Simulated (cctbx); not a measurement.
## Accept or mend?

Cell a = 7.6080 Å, b = 11.9030 Å, c = 17.1960 Å, α = 90.00°, β = 95.62°, γ = 90.00°; space group P2_1/c (no. 14). The compound is KNaGe4SeS7.

Simulated single-crystal data (cctbx): Cu Kα, λ = 1.54184 Å, to d = 0.83 Å, 50 % of the full sphere, strongest reflection 40000 counts, noise from counting, a 4 % proportional error and a noise floor of 8 counts (s.d.); no absorption, and some extinction, which the refinements don't model.

An anisotropic refinement with weights 1/σ² prints:

```text
Rint 0.035, 2622 unique reflections to 0.83 A
cycle     R1     wR2    GooF  max shift (A)
   1  0.1128  0.2770   4.976   0.01322
   2  0.1032  0.2510   4.511   0.00002
final R1 0.1032 wR2 0.2510 GooF 4.511  parameters 117  data/parameter 22.4
atom        x        y        z      Ueq    occ   su(xyz)  su(Uiso or U11)
Se1    0.70091  0.61825  0.65401   0.0232  1.000  0.00024  0.0009
Ge1    0.27991  0.31595  0.00881   0.0204  1.000  0.00026  0.0010
Ge2    0.25256  0.20762  0.17774   0.0241  1.000  0.00028  0.0011
Ge3    0.02193  0.23859  0.84323   0.0235  1.000  0.00027  0.0011
Ge4    0.53126  0.26294  0.35209   0.0213  1.000  0.00027  0.0010
K1     0.74091  0.11327  0.04630   0.0336  1.000  0.00057  0.0022
S1     0.97768  0.33849  0.71532   0.0399  1.000  0.00068  0.0026
S2     0.70899  0.60598  0.85999   0.0366  1.000  0.00072  0.0029
S3     0.03714  0.10702  0.44659   0.0375  1.000  0.00068  0.0025
S4     0.74469  0.62862  0.44656   0.0263  1.000  0.00057  0.0022
S5     0.56062  0.15295  0.47163   0.0249  1.000  0.00058  0.0022
S6     0.24148  0.89304  0.14716   0.0288  1.000  0.00060  0.0022
S7     0.51158  0.37208  0.75030   0.0264  1.000  0.00059  0.0021
difference map: max 18.81 min -1.33 rms 0.52
Q1    0.2410  0.5604  0.8335    4   19.59  3.25 A from S6
Q2    0.2621  0.1798  0.4979    4    2.80  0.23 A from Ge1
Q3    0.2532  0.2023  0.1687    4    2.67  0.17 A from Ge2
Q4    0.4833  0.7543  0.1388    4    2.06  0.23 A from Ge4
Q5    0.0024  0.2288  0.8397    4    1.94  0.19 A from Ge3
Q6    0.3011  0.1168  0.8549    4    1.83  0.15 A from Se1
```

Q: Accept it or mend it, and why?

Mend it. The fault: an atom left out, Na at (0.7589, 0.4396, 0.1666). Against the right model at the same level, R1 goes from 0.0224 to 0.1032 and GooF from 0.96 to 4.51 and the top difference peak, 19.6 e/Å³, lies 3.25 Å from S6. Q1 is the missing atom. With scattering power missing, scale and phases suffer, so peaks may also grow on the heavy atoms.

The compound is KNaGe4SeS7. The right model at the same level gives:

```text
Rint 0.035, 2622 unique reflections to 0.83 A
cycle     R1     wR2    GooF  max shift (A)
   1  0.0455  0.1128   2.031   0.00391
   2  0.0224  0.0533   0.959   0.00000
final R1 0.0224 wR2 0.0533 GooF 0.959  parameters 126  data/parameter 20.8
atom        x        y        z      Ueq    occ   su(xyz)  su(Uiso or U11)
Se1    0.70084  0.61812  0.65380   0.0258  1.000  0.00005  0.0002
Ge1    0.27951  0.31630  0.00848   0.0226  1.000  0.00005  0.0002
Ge2    0.25273  0.20734  0.17751   0.0259  1.000  0.00006  0.0002
Ge3    0.02158  0.23827  0.84321   0.0263  1.000  0.00006  0.0002
Ge4    0.53100  0.26289  0.35220   0.0239  1.000  0.00005  0.0002
K1     0.74142  0.11283  0.04619   0.0371  1.000  0.00012  0.0005
S1     0.97667  0.33829  0.71542   0.0412  1.000  0.00014  0.0006
S2     0.70825  0.60580  0.86014   0.0380  1.000  0.00015  0.0006
S3     0.03789  0.10734  0.44654   0.0414  1.000  0.00014  0.0005
S4     0.74568  0.62833  0.44697   0.0283  1.000  0.00012  0.0004
S5     0.56064  0.15274  0.47128   0.0276  1.000  0.00012  0.0005
S6     0.24150  0.89311  0.14789   0.0307  1.000  0.00012  0.0005
S7     0.51167  0.37219  0.75047   0.0293  1.000  0.00012  0.0004
Na1    0.75905  0.43940  0.16657   0.0372  1.000  0.00023  0.0009
difference map: max 0.54 min -0.51 rms 0.13
Q1    0.3870  0.5879  0.9953    4    0.59  1.02 A from S5
Q2    0.2289  0.2134  0.2641    4    0.56  1.52 A from Ge2
Q3    0.4757  0.0584  0.7504    4    0.53  2.22 A from S7
Q4    0.3847  0.1632  0.1858    4    0.52  1.13 A from Ge2
Q5    0.0293  0.5569  0.9579    4    0.52  1.87 A from S3
Q6    0.0360  0.6086  0.3608    4    0.50  1.45 A from S1
```

The model was made for the exercise: a known structure type with other elements put in, its volume estimated, not relaxed; displacement parameters are assumed.

[Middle refinement cycles are left out of these outputs.]

[Logs are printed without paths, hosts, clocks, repeated set-up lines and the standing remarks that a program may print on its own settings, such as how far it seeks lower states.]
